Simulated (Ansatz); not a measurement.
In doubt: masses and optical values from hybrid runs of this build are listed as unsure, which bears on the screening that GW takes from such a start.

Rows from a G0W0 calculation on InGaAs2 (zincblende [001] superlattice) (P-4m2) (Ansatz 0.2.0; G0W0 on HSE06, plane waves, PAW; PAW set soft_1; 6×6×4 mesh, 197 empty bands, screening to 92 eV, PAW set soft_1 files), in eV. Spin-orbit coupling is left out.

The structure was built from a prototype and need not be the compound's stable phase.

```csv
row,k,band,start,Σx,Σc at the solution,Vxc
A,Γ,v1,7.711,-16.637,1.055,-15.494
B,Γ,c2,9.794,-6.944,-3.462,-10.294
C,Γ,c1,8.591,-11.090,-3.328,-14.596
D,Γ,v2,7.710,-16.637,1.055,-15.493
```

Q: Give the quasiparticle energies and the shift of each level.

The quasiparticle equation reads E = start + Σx + Σc(E) − Vxc.

```csv
row,E (eV),shift (eV)
A,7.622,−0.088
B,9.683,−0.112
C,8.769,+0.178
D,7.622,−0.088
```

The gap over the computed points goes from 0.88 eV to 1.15 eV.

Limits: not at the basis limit; no spin-orbit coupling; coarse k mesh.

[Paths, hosts, dates, memory and timing lines, banners, echoed tables and standing remarks are left out of the program output.]

[Logs are printed without paths, hosts, clocks, repeated set-up lines and the standing remarks that a program may print on its own settings, such as how far it seeks lower states.]

[Runs of the session that timed out or met a known fault of the program may be left out.]

[Cells called generated may have been cut or substituted from an entry of the Crystallography Open Database or the Materials Project.]

[Hosts, paths, dates, database ids (printed as entryN), source tags and the programs' standing remarks are cut or masked in the printed files.]
